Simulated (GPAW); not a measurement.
## Mg3TeS2 (ordered alloy, started on the rocksalt lattice) (P-3m1): G0W0 on several meshes in GPAW

How does the mesh move the gap of Mg3TeS2 (ordered alloy, started on the rocksalt lattice) (P-3m1)?

Main program and level: GPAW 26.7.0; LDA and many-body steps on it, plane waves.

The structure was built from a prototype and need not be the compound's stable phase.

## 1. Starting point

It takes space group P-3m1 (No. 164, trigonal). The conventional cell has a = 3.801 Å, b = 3.801 Å, c = 9.299 Å, α = 90.00°, β = 90.00°, γ = 120.00°. S has 6 Mg at 2.62 Å nearest. Mg has 6 S at 2.62 Å nearest. Nearest to Mg lie 3 S at 2.62 Å and 3 Te at 2.83 Å. Te has 6 Mg at 2.83 Å nearest. Farther neighbours and most contacts between anions are not listed.

As a file:

```xyz
6
Lattice="3.8012 0.0000 0.0000 -1.9006 3.2920 0.0000 0.0000 0.0000 9.2994" Properties=species:S:1:pos:R:3 pbc="T T T"
S     1.9006    1.0973    6.0848
Mg   -1.9006    3.2920    4.6497
S     0.0000    2.1946    3.2146
Mg    1.9006    1.0973    1.7829
Te   -1.9006    3.2920    0.0000
Mg    0.0000    2.1946    7.5165
```

The structure was relaxed with LDA. The structure type comes from a generator and need not be one that this composition takes. The runs that relaxed it are not among those shown. Spin-orbit coupling is left out unless a step names it.

## 2. Empty states on the mesh, 3×3×2 mesh, 401 bands

This step: GPAW 26.7.0; DFT, LDA, plane waves, PAW.

The sums over transitions need many empty states on a uniform mesh; this step solves for them.

Input file run.py:

```python
import json
import numpy as np
from gpaw.mpi import world
from gpaw import GPAW

calc = GPAW('gs.gpw').fixed_density(kpts={'size': (3, 3, 2), 'gamma': True},
    parallel={'domain': 1, 'band': 1},
    txt='nscf.txt')
calc.diagonalize_full_hamiltonian(nbands=401)
calc.write('full.gpw', mode='all')
res = {}
kpts = calc.get_ibz_k_points()
res['kpts'] = kpts
res['eigenvalues'] = [calc.get_eigenvalues(kpt=k) for k in range(len(kpts))]
res['n_electrons'] = calc.get_number_of_electrons()

if world.rank == 0:
    with open('result.json', 'w') as f:
        json.dump(res, f, default=lambda x: x.tolist())
```

Launch:

```bash
$ mpirun -n 6 gpaw python run.py
```

Numbers of over 12 decimals in the logs are rounded to 6 here.

Output:

```text
Diagonalizing LCAO Hamiltonian
Converting LCAO to pw mode
convergence criteria:
- Maximum integral of absolute [eigenst]ate change: 4e-08 eV^2 / valence electron
maximum number of iterations: 100

SCF iterations
|iter     |     time |      energy | eigst |  dens |
|iter:   1|  |             | +0.57 |       |
|iter:   2|  |             | -0.16 |       |
|iter:   3|  |             | -0.56 |       |
[...]
|iter:  13|  |             | -7.15 |       |
|iter:  14|  |             | -7.39 |       |
|iter:  15|  |             | -7.49c|       |
SCF steps: 15
  __  _  _
 | _ |_)|_||  |
 |__||  | ||/\| - 26.7.0

Input parameters:
  mode=PW(ecut=450.000000),
  convergence={'density': 1e-06, 'bands': -3},
  gpts=array([20, 20, 48]),
  kpts=MonkhorstPack(size=(3, 3, 2), gamma=True),
  maxiter=100,
  nbands=33,
  occupations=Occupations(name='fermi-dirac', width=0.001, fixmagmom=False),
  parallel={'domain': 1, 'band': 1},
  xc=XC(name='LDA')
Matrix size: 2553x2553
# Writing to full.gpw (mode='all')
  [... matrices ...]

timing:  # [seconds]
  Total: 15.631  # ━━━━━━━━━━━━━━━━━━━━━━━━━━━━━━━━━━━━━━━━━━━━━━━━━━━━━━━━━━
```

Wall time 20 s (6 MPI ranks of Arm Neoverse V1, shared host); peak memory 3.5 GiB.

Numbers from this step:

```yaml
gap: 1.021 eV
k_of_the_valence_top: 0, 0, 0
k_of_the_conduction_bottom: 0.3333, 0, 0
least_direct_gap: 1.029 eV
k_points_computed: 6
lowest_point_of_the_top_converged_band_above_the_valence_top: 113.2686 eV
```

On this mesh the gap is 1.021 eV.

## 3. 3×3×2

G0W0 replaces the xc potential by the self-energy, built once from these orbitals. Only a window of levels is corrected, while the sums run over the empty bands that the input names.

This step: G0W0 on LDA, plane waves, PAW.

Input file run.py:

```python
import json
import numpy as np
from gpaw.mpi import world
from gpaw.response.g0w0 import G0W0

gw = G0W0('full.gpw',
    filename='gw',
    kpts=[0, 2],
    bands=(22, 26),
    ecut=78,
    nbands=182,
    integrate_gamma='WS',
    ppa=True)
gw.calculate()
res = {mode: {k: v for k, v in r.items() if k != 'sigma_eskwn'}
       for mode, r in gw.all_results.items()}

if world.rank == 0:
    with open('result.json', 'w') as f:
        json.dump(res, f, default=lambda x: x.tolist())
```

Launch:

```bash
$ mpirun -n 8 gpaw python run.py
```

Output:

```text
Using integrator: PointIntegrator
FrequencyGridDescriptor(from 0.000+0.000j to 0.000+27.211j eV, 2 points)
Nonperiodic BCs:  [False False False]
Using integrator: PointIntegrator
FrequencyGridDescriptor(from 0.000+0.000j to 0.000+27.211j eV, 2 points)
Nonperiodic BCs:  [False False False]
  ___  _ _ _
 |   || | | |
 | | || | | |
 |__ ||_____|
 |___|

BZ k-points: Symmetries present (total): 12

  [... matrices ...]
18 k-points: 3 x 3 x 2 Monkhorst-Pack grid + [0.000000,0.000000,1/4]
6 k-points in the irreducible part of the Brillouin zone
       k-points in crystal coordinates                weights
   0:     0.00000000    0.00000000    0.00000000          1/18
   1:     0.00000000    0.00000000    0.50000000          1/18
   2:     0.33333333    0.00000000    0.00000000          6/18
   3:     0.33333333    0.00000000    0.50000000          6/18
   4:     0.33333333    0.33333333    0.00000000          2/18
   5:     0.33333333    0.33333333    0.50000000          2/18

Distributing spins, k-points and bands (1 x 2 x 4) over 8 processes
Number of blocks: 1

Quasi particle states:
k-points (IBZ indices): [0, 2]
Band range: (22, 26)
  [... matrices ...]
Computational parameters:
Plane wave cut-off: 78 eV
Number of bands: 182
Coulomb cutoff: None
Broadening: 0.1 eV

fxc modes: GW
Kernel: RPA
Using Godby-Needs plasmon-pole approximation:
  Fitting energy: i*E0, E0 = 1.000 Hartree
Summing all q:

Calculating screened Coulomb potential
No Coulomb truncation
FrequencyGridDescriptor(from 0.000+0.000j to 0.000+27.211j eV, 2 points)
Removing empty qpoint cache files...

Calculating chi0 body with:
    Ground state adapter containing:
    Number of spins: 1
    Number of kpoints: 18
    Number of irreducible kpoints: 6
    Number of completely occupied states: 24
    Number of partially occupied states: 24
    Occupied states memory: 7.03125 M / cpu

    Linear response parametrization:
    q_c: [0.0, 0.0, 0.0]
    Number of frequency points: 2
    Planewave cutoff: 78.0
    Number of bands: 182
    Number of planewaves: 187
    Broadening (eta): 1e-06
    comm.size: 8
    kncomm.size: 8
    blockcomm.size: 1

    Memory estimate of potentially large arrays:
        chi0_wGG: 1.067169 M / cpu
Integrating chi0 body.

Symmetries of q_c:
    Direct symmetries (Uq -> q): 12
    Indirect symmetries (TUq -> q): 0
In total 12 allowed symmetries.

  [... matrices ...]
6 groups of equivalent kpoints. 66.666667% reduction.

Integral kind: response function
Integrating chi0 head and wings.

Symmetries of q_c:
    Direct symmetries (Uq -> q): 12
    Indirect symmetries (TUq -> q): 0
In total 12 allowed symmetries.

  [... matrices ...]
6 groups of equivalent kpoints. 66.666667% reduction.

Integral kind: response function wings

Calculating chi0 body with:
    Ground state adapter containing:
    Number of spins: 1
    Number of kpoints: 18
    Number of irreducible kpoints: 6
    Number of completely occupied states: 24
    Number of partially occupied states: 24
    Occupied states memory: 7.03125 M / cpu

[... the further q-points ...]

Results:
f:      Occupation numbers
eps:     KS-eigenvalues [eV]
vxc:     KS vxc [eV]
exx:     Exact exchange [eV]
sigma:   Self-energies [eV]
dsigma:  Self-energy derivatives
Z:       Renormalization factors
qp:      QP-energies [eV]

k-point 0 (0): (0.000, 0.000, 0.000)                GW
band       f     eps     vxc     exx   sigma  dsigma       Z      qp
                                                                   GW
  22   1.000   6.584 -14.848 -16.635   1.470  -0.250   0.800   6.330
  23   1.000   6.584 -14.848 -16.635   1.470  -0.250   0.800   6.330
  24   0.000   7.614 -12.827  -8.027  -3.796  -0.237   0.808   8.425
  25   0.000   8.465 -10.972  -6.086  -3.980  -0.235   0.810   9.198

k-point 1 (2): (0.333, 0.000, 0.000)                GW
band       f     eps     vxc     exx   sigma  dsigma       Z      qp
                                                                   GW
  22   1.000   4.247 -14.309 -16.636   1.851  -0.266   0.790   3.871
  23   1.000   5.449 -14.016 -16.113   1.647  -0.257   0.795   5.090
  24   0.000   7.605 -11.480  -6.863  -3.693  -0.235   0.809   8.353
  25   0.000   9.110 -10.851  -5.916  -4.026  -0.236   0.809   9.845
```

Elapsed: 19 s, on 8 MPI ranks; peak memory 3 GiB.

This step gave:

```
G0W0 gap on the points computed              : 2.023 eV
least direct G0W0 gap on the computed points : 2.095 eV
Z at the valence top                         : 0.8003
Z at the conduction bottom                   : 0.8095
starting gap on the mesh                     : 1.021 eV
k of the valence top                         : 0, 0, 0
k of the conduction bottom                   : 0.3333, 0, 0
```

The gap on the mesh goes from 1.02 eV to 2.02 eV, a correction of +1.00 eV.

## 4. Empty states on the mesh, 3×3×1 mesh, 192 bands

This step: DFT, LDA, plane waves, PAW.

Input file run.py:

```python
import json
import numpy as np
from gpaw.mpi import world
from gpaw import GPAW

calc = GPAW('gs.gpw').fixed_density(kpts={'size': (3, 3, 1), 'gamma': True},
    parallel={'domain': 1, 'band': 1},
    txt='nscf.txt')
calc.diagonalize_full_hamiltonian(nbands=192)
calc.write('full.gpw', mode='all')
res = {}
kpts = calc.get_ibz_k_points()
res['kpts'] = kpts
res['eigenvalues'] = [calc.get_eigenvalues(kpt=k) for k in range(len(kpts))]
res['n_electrons'] = calc.get_number_of_electrons()

if world.rank == 0:
    with open('result.json', 'w') as f:
        json.dump(res, f, default=lambda x: x.tolist())
```

Launch:

```bash
$ mpirun -n 3 gpaw python run.py
```

Output:

```text
Diagonalizing LCAO Hamiltonian
Converting LCAO to pw mode
convergence criteria:
- Maximum integral of absolute [eigenst]ate change: 4e-08 eV^2 / valence electron
maximum number of iterations: 100

SCF iterations
|iter     |     time |      energy | eigst |  dens |
|iter:   1|  |             | +0.54 |       |
|iter:   2|  |             | +0.03 |       |
|iter:   3|  |             | -0.74 |       |
[...]
|iter:  14|  |             | -7.12 |       |
|iter:  15|  |             | -7.21 |       |
|iter:  16|  |             | -7.46c|       |
SCF steps: 16
  __  _  _
 | _ |_)|_||  |
 |__||  | ||/\| - 26.7.0

Input parameters:
  mode=PW(ecut=450.000000),
  convergence={'density': 1e-06, 'bands': -3},
  gpts=array([20, 20, 48]),
  kpts=MonkhorstPack(size=(3, 3, 1), gamma=True),
  maxiter=100,
  nbands=33,
  occupations=Occupations(name='fermi-dirac', width=0.001, fixmagmom=False),
  parallel={'domain': 1, 'band': 1},
  xc=XC(name='LDA')
Matrix size: 2553x2553
# Writing to full.gpw (mode='all')
  [... matrices ...]

timing:  # [seconds]
  Total: 14.596  # ━━━━━━━━━━━━━━━━━━━━━━━━━━━━━━━━━━━━━━━━━━━━━━━━━━━━━━━━━━
```

Wall time 19 s (3 MPI ranks); peak memory 1.7 GiB; 58 s of CPU time.

This step gave:

```yaml
gap: 1.021 eV
k_of_the_valence_top: 0, 0, 0
k_of_the_conduction_bottom: 0.3333, 0, 0
least_direct_gap: 1.029 eV
k_points_computed: 3
lowest_point_of_the_top_converged_band_above_the_valence_top: 61.9420 eV
```

On this mesh the gap is 1.021 eV.

## 5. 3×3×1

This step: G0W0 on LDA, plane waves, PAW.

Input file run.py:

```python
import json
import numpy as np
from gpaw.mpi import world
from gpaw.response.g0w0 import G0W0

gw = G0W0('full.gpw',
    filename='gw',
    kpts=[0, 1],
    bands=(22, 26),
    ecut=78,
    nbands=182,
    integrate_gamma='WS',
    ppa=True)
gw.calculate()
res = {mode: {k: v for k, v in r.items() if k != 'sigma_eskwn'}
       for mode, r in gw.all_results.items()}

if world.rank == 0:
    with open('result.json', 'w') as f:
        json.dump(res, f, default=lambda x: x.tolist())
```

Launch:

```bash
$ mpirun -n 8 gpaw python run.py
```

Output:

```text
Using integrator: PointIntegrator
FrequencyGridDescriptor(from 0.000+0.000j to 0.000+27.211j eV, 2 points)
Nonperiodic BCs:  [False False False]
Using integrator: PointIntegrator
FrequencyGridDescriptor(from 0.000+0.000j to 0.000+27.211j eV, 2 points)
Nonperiodic BCs:  [False False False]
  ___  _ _ _
 |   || | | |
 | | || | | |
 |__ ||_____|
 |___|

BZ k-points: Symmetries present (total): 12

  [... matrices ...]
9 k-points: 3 x 3 x 1 Monkhorst-Pack grid
3 k-points in the irreducible part of the Brillouin zone
       k-points in crystal coordinates                weights
   0:     0.00000000    0.00000000    0.00000000          1/9
   1:     0.33333333    0.00000000    0.00000000          6/9
   2:     0.33333333    0.33333333    0.00000000          2/9

Distributing spins, k-points and bands (1 x 2 x 4) over 8 processes
Number of blocks: 1

Quasi particle states:
k-points (IBZ indices): [0, 1]
Band range: (22, 26)
  [... matrices ...]
Computational parameters:
Plane wave cut-off: 78 eV
Number of bands: 182
Coulomb cutoff: None
Broadening: 0.1 eV

fxc modes: GW
Kernel: RPA
Using Godby-Needs plasmon-pole approximation:
  Fitting energy: i*E0, E0 = 1.000 Hartree
Summing all q:

Calculating screened Coulomb potential
No Coulomb truncation
FrequencyGridDescriptor(from 0.000+0.000j to 0.000+27.211j eV, 2 points)
Removing empty qpoint cache files...

Calculating chi0 body with:
    Ground state adapter containing:
    Number of spins: 1
    Number of kpoints: 9
    Number of irreducible kpoints: 3
    Number of completely occupied states: 24
    Number of partially occupied states: 24
    Occupied states memory: 7.03125 M / cpu

    Linear response parametrization:
    q_c: [0.0, 0.0, 0.0]
    Number of frequency points: 2
    Planewave cutoff: 78.0
    Number of bands: 182
    Number of planewaves: 187
    Broadening (eta): 1e-06
    comm.size: 8
    kncomm.size: 8
    blockcomm.size: 1

    Memory estimate of potentially large arrays:
        chi0_wGG: 1.067169 M / cpu
Integrating chi0 body.

Symmetries of q_c:
    Direct symmetries (Uq -> q): 12
    Indirect symmetries (TUq -> q): 0
In total 12 allowed symmetries.

  [... matrices ...]
3 groups of equivalent kpoints. 66.666667% reduction.

Integral kind: response function
Integrating chi0 head and wings.

Symmetries of q_c:
    Direct symmetries (Uq -> q): 12
    Indirect symmetries (TUq -> q): 0
In total 12 allowed symmetries.

  [... matrices ...]
3 groups of equivalent kpoints. 66.666667% reduction.

Integral kind: response function wings

Calculating chi0 body with:
    Ground state adapter containing:
    Number of spins: 1
    Number of kpoints: 9
    Number of irreducible kpoints: 3
    Number of completely occupied states: 24
    Number of partially occupied states: 24
    Occupied states memory: 7.03125 M / cpu

[... the further q-points ...]

Results:
f:      Occupation numbers
eps:     KS-eigenvalues [eV]
vxc:     KS vxc [eV]
exx:     Exact exchange [eV]
sigma:   Self-energies [eV]
dsigma:  Self-energy derivatives
Z:       Renormalization factors
qp:      QP-energies [eV]

k-point 0 (0): (0.000, 0.000, 0.000)                GW
band       f     eps     vxc     exx   sigma  dsigma       Z      qp
                                                                   GW
  22   1.000   6.584 -14.848 -16.636   1.502  -0.252   0.798   6.356
  23   1.000   6.584 -14.848 -16.636   1.502  -0.252   0.798   6.356
  24   0.000   7.614 -12.827  -7.916  -3.915  -0.241   0.806   8.416
[...]
k-point 1 (1): (0.333, 0.000, 0.000)                GW
band       f     eps     vxc     exx   sigma  dsigma       Z      qp
                                                                   GW
[...]
24   0.000   7.605 -11.480  -6.812  -3.759  -0.238   0.808   8.339
  25   0.000   9.110 -10.851  -5.904  -4.062  -0.239   0.807   9.823
```

It took 11 s on 8 MPI ranks; peak memory 2.8 GiB; 86 s of CPU time.

This step gave:

```yaml
g0w0_gap_on_the_points_computed: 1.982 eV
least_direct_g0w0_gap_on_the_computed_points: 2.060 eV
z_at_the_valence_top: 0.7984
z_at_the_conduction_bottom: 0.8078
starting_gap_on_the_mesh: 1.021 eV
k_of_the_valence_top: 0, 0, 0
k_of_the_conduction_bottom: 0.3333, 0, 0
```

Against G0W0 in GPAW (3×3×2 mesh, 182 bands, screening to 78 eV, Godby-Needs plasmon pole), the gap moves by −0.040 eV.

## 6. Side by side

Times are wall times on 8 MPI ranks of Arm Neoverse V1, shared host, good to a factor of about two.

| run | mesh | bands | screening cutoff (eV) | DFT gap (eV) | gap on the mesh (eV) | direct (eV) | time |
| --- | --- | --- | --- | --- | --- | --- | --- |
| 3×3×2 | 3×3×2 | 182 | 78 | 1.021 | 2.023 | 2.095 | 19 s |
| 3×3×1 | 3×3×1 | 182 | 78 | 1.021 | 1.982 | 2.060 | 11 s |

## 7. Outcome

| Quantity | Value |
| --- | --- |
| 3×3×2 | 2.023 eV |
| 3×3×1 | 1.982 eV |
| known limits | not at the basis limit; no spin-orbit coupling; coarse k mesh |

3×3×1: −0.040 eV against 3×3×2. Bands and cutoff are finite, so the gap is not at the basis limit. The miss can reach some tenths of an eV and take either sign; the mesh is an error of its own. These stock PAW sets were not made for GW; the filled d or f shell of Te lies in the frozen core, which bears on start and correction. In the G0W0 runs levels were corrected at 2 k points alone, so a gap called «on the mesh» is the least over those, and an edge elsewhere would be missed. A denser mesh or path gives a starting gap of 0.17 eV: the GW mesh misses a band edge, so its gaps are not the fundamental one. The 3×3×2 mesh is coarse for this cell, which bears on the long-range parts of exchange and screening. The many-body steps are scalar-relativistic: spin-orbit coupling is not in them.

[Paths, hosts, dates, memory and timing lines, banners, echoed tables and standing remarks are left out of the program output.]

[Logs are printed without paths, hosts, clocks, repeated set-up lines and the standing remarks that a program may print on its own settings, such as how far it seeks lower states.]

[Runs of the session that timed out or met a known fault of the program may be left out.]

[Hosts, paths, dates, database ids (printed as entryN), source tags and the programs' standing remarks are cut or masked in the printed files.]
